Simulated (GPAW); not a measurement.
# Segments of Ge in a Mo chain: a series of junctions, part 2 of 2

Wanted: the trend of the zero-bias conductance over a family of junctions, segments of Ge in a Mo chain.

GPAW 26.7.0; GPAW LCAO, PAW setups; Landauer transmission from Green's functions with principal layers (ASE), zero bias.

So far, transmission at the Fermi level (one spin): step 2 (member of the series, foreign atoms 1) 2.80; step 3 (16 atoms, foreign atoms 2) 2.52; step 4 (17 atoms, foreign atoms 3) 2.47; step 5 (18 atoms, foreign atoms 4) 2.76; step 6 (19 atoms, foreign atoms 5) 2.95.

### 7. Junction, 20 atoms: segment atoms = 6 (continued)

One spin. Transmission, zone mean against energy, zero at the Fermi level:

energy (eV), transmission, zone mean and a bar from the least value:
```
    -2.00       0.42 
    -1.85       0.40 
    -1.70       0.39 
    -1.60       0.39 
    -1.45       0.42 
    -1.30       0.50 #
    -1.15       0.63 ###
    -1.05       0.94 ######
    -0.90       2.78 ############################
    -0.75       2.43 ########################
    -0.60       2.77 ############################
    -0.50       2.96 ##############################
    -0.45       2.98 ##############################
    -0.35       2.91 #############################
    -0.20       2.77 ############################
    -0.05       2.72 ###########################
     0.00       2.71 ###########################
     0.05       2.70 ###########################
     0.20       2.63 ##########################
     0.35       2.53 #########################
     0.50       2.46 ########################
     0.60       2.46 ########################
     0.75       2.50 ########################
     0.90       2.51 #########################
     1.05       2.41 #######################
     1.15       2.29 ######################
     1.30       2.10 ####################
     1.45       1.97 ##################
     1.60       1.95 ##################
     1.70       2.00 ###################
     1.85       2.21 #####################
     1.95       2.43 ########################
     2.00       1.80 ################
```

The conductance, 2.71 G₀, lies 8.2 % below that of the member before.

### 8. The series together

Times are for 1 thread of AMD EPYC 7R43, shared host. The series side by side:

```tsv
no.	foreign atoms	conductance (G₀)	time	memory (GiB)
1	1	2.795	4.7 min	1.4
2	2	2.522	4.7 min	1.4
3	3	2.466	5.7 min	1.5
4	4	2.763	5.3 min	1.6
5	5	2.949	5.5 min	1.6
6	6	2.708	5.1 min	1.7
```

The runs together. Table of transmission, zone mean by energy, zero at the Fermi level:

```tsv
energy (eV)	1	2	3	4	5	6
-2.0000	1.49	0.968	0.700	0.526	0.457	0.415
-1.7500	1.63	0.973	0.634	0.467	0.411	0.397
-1.5000	1.79	0.955	0.556	0.406	0.372	0.400
-1.2500	2.00	1.11	0.689	0.527	0.451	0.535
-1.0000	2.24	1.47	1.25	1.46	1.26	1.45
-0.7500	2.45	2.00	2.23	2.44	2.41	2.43
-0.5000	2.61	2.41	2.44	2.37	2.60	2.96
-0.2500	2.73	2.54	2.41	2.59	2.94	2.81
-0.2000	2.75	2.54	2.41	2.64	2.96	2.77
0.0000	2.80	2.52	2.47	2.76	2.95	2.71
0.1500	2.80	2.49	2.52	2.81	2.93	2.66
0.2500	2.80	2.48	2.55	2.83	2.92	2.60
0.5000	2.74	2.46	2.57	2.89	2.82	2.46
0.7500	2.63	2.48	2.50	2.98	2.58	2.50
0.8500	2.57	2.49	2.47	2.99	2.48	2.51
1.0000	2.46	2.50	2.42	2.95	2.38	2.46
1.2500	2.22	2.49	2.37	2.65	2.38	2.16
1.5000	1.90	2.34	2.41	2.13	2.51	1.95
1.7500	1.47	1.84	2.53	1.58	2.07	2.05
1.9000	1.06	1.26	2.61	1.14	1.31	2.32
2.0000	0.695	0.716	1.96	0.679	0.586	1.80
```

The runs together. Table of current through one cell, from the zero-bias transmission by bias:

```tsv
bias (V)	1 (μA)	2 (μA)	3 (μA)	4 (μA)	5 (μA)	6 (μA)
0.100	21.7	19.5	19.1	21.4	22.9	21.0
0.200	43.3	39.1	38.2	42.8	45.7	41.9
0.500	108	97.5	95.7	106	114	105
1.000	213	194	192	209	224	210
1.500	315	284	288	312	324	310
2.000	409	366	369	412	414	406
```

### 9. Other settings

One more run, with changed settings.

System of this step: 5 Ge atoms in a Mo chain. The cell holds 19 atoms: 14 Mo and 5 Ge. Cell: a = 9.000 Å, b = 9.000 Å, c = 43.223 Å, α = 90.0°, β = 90.0°, γ = 90.0°. Regions: left lead, 7 atoms (7 Mo); channel, 5 atoms (5 Ge); right lead, 7 atoms (7 Mo). Vacuum lies along a and b. The structure is stacked along c, and the current runs across the ab planes.

run.py

```python
import json
import numpy as np
from ase import Atoms
from ase.transport.calculators import TransportCalculator
from gpaw import GPAW, FermiDirac
from gpaw.lcao.tools import get_lcao_hamiltonian
from scipy.linalg import eigh

# The junction with lead layers at both ends, along the third cell vector
device = Atoms(
    ['Mo', 'Mo', 'Mo', 'Mo', 'Mo', 'Mo', 'Mo', 'Ge', 'Ge', 'Ge', 'Ge', 'Ge', 'Mo', 'Mo', 'Mo', 'Mo', 'Mo', 'Mo', 'Mo'],
    positions=[
        [4.50000, 4.50000, 1.12500],
        [4.50000, 4.50000, 3.37500],
        [4.50000, 4.50000, 5.62500],
        [4.50000, 4.50000, 7.87500],
        [4.50000, 4.50000, 10.12500],
        [4.50000, 4.50000, 12.37500],
        [4.50000, 4.50000, 14.62500],
        [4.50000, 4.50000, 16.91150],
        [4.50000, 4.50000, 19.26150],
        [4.50000, 4.50000, 21.61150],
        [4.50000, 4.50000, 23.96150],
        [4.50000, 4.50000, 26.31150],
        [4.50000, 4.50000, 28.59800],
        [4.50000, 4.50000, 30.84800],
        [4.50000, 4.50000, 33.09800],
        [4.50000, 4.50000, 35.34800],
        [4.50000, 4.50000, 37.59800],
        [4.50000, 4.50000, 39.84800],
        [4.50000, 4.50000, 42.09800]],
    cell=[[9.0, 0.0, 0.0], [0.0, 9.0, 0.0], [0.0, 0.0, 43.223]],
    pbc=True)

# One principal layer of the lead: the first 5 atoms of the device
lead = Atoms(
    ['Mo', 'Mo', 'Mo', 'Mo', 'Mo'],
    positions=[
        [4.50000, 4.50000, 1.12500],
        [4.50000, 4.50000, 3.37500],
        [4.50000, 4.50000, 5.62500],
        [4.50000, 4.50000, 7.87500],
        [4.50000, 4.50000, 10.12500]],
    cell=[[9.0, 0.0, 0.0], [0.0, 9.0, 0.0], [0.0, 0.0, 11.25]],
    pbc=True)

settings = dict(mode='lcao', basis='dzp', xc='LDA', h=0.2,
                occupations=FermiDirac(0.1), maxiter=5,
                mixer=dict(beta=0.1, nmaxold=8, weight=100.0),
                convergence=dict(density=0.0001))
energies = np.arange(-2, 2 + 1e-9, 0.05)
eta = 0.0001
n1, n2 = 1, 1
# k and -k transmit alike, so half of the mesh across the current serves
mesh = [(i, j) for i in range(n1) for j in range(n2) if (i, j) <= (-i % n1, -j % n2)]
weights = np.array([1 if (i, j) == (-i % n1, -j % n2) else 2 for i, j in mesh]) / (n1 * n2)

# [... helper functions left out ...]
fermi_lead = ground_state(lead, (1, 1, 10), 'lead.txt')
fermi_device = ground_state(device, (1, 1, 2), 'device.txt')
# [... loop over the mesh left out, but for ...]
        # Shift the lead onto the potential of the device's first layer
        shift = ((H[:, 0, 0] - H0[:, 0, 0]) / S0[0, 0]).real.mean()
# [...]
kT = 8.617333e-5 * 77
bias = [0.1, 0.2, 0.5, 1.0, 1.5, 2.0]
# [... integrals and printing left out ...]
```

The run is started by

```console
$ OMP_NUM_THREADS=1 OPENBLAS_NUM_THREADS=1 python run.py
```

Wall time 23 s (1 thread of AMD EPYC 7R43, shared host); peak memory 0.49 GiB.

The run stopped without converging, so none of its numbers is a property of the system.

The fault put into the input: too few SCF iterations (maxiter = 5).

### 10. Summary of results

```json
{
  "conductance, first and last member": "2.79 and 2.71 G₀",
  "largest and smallest": "2.95 and 2.47 G₀"
}
```

As the number of foreign atoms goes from 1 to 6, the conductance goes from 2.79 to 2.71 G₀. The conductance does not change monotonically along the series. The geometry was built from estimated bond lengths and not relaxed, so the numbers describe this model structure. The run had no spin polarisation, so a magnetic state, which chains and small molecules with open shells often have, wasn't tested. An evenly spaced straight chain is an idealisation: free chains tend to dimerise, zigzag or, where a band edge lies near the Fermi level, turn magnetic. The currents use the zero-bias T(E) throughout, which holds only while the bias is small against the distance to the nearest feature. The energy step is wider than the thermal energy, so the conductance and thermopower rest on interpolation of T(E).

[Logs are printed without paths, hosts, clocks, repeated set-up lines and the standing remarks that a program may print on its own settings, such as how far it seeks lower states.]

[Hosts, paths, dates, database ids (printed as entryN), source tags and the programs' standing remarks are cut or masked in the printed files.]
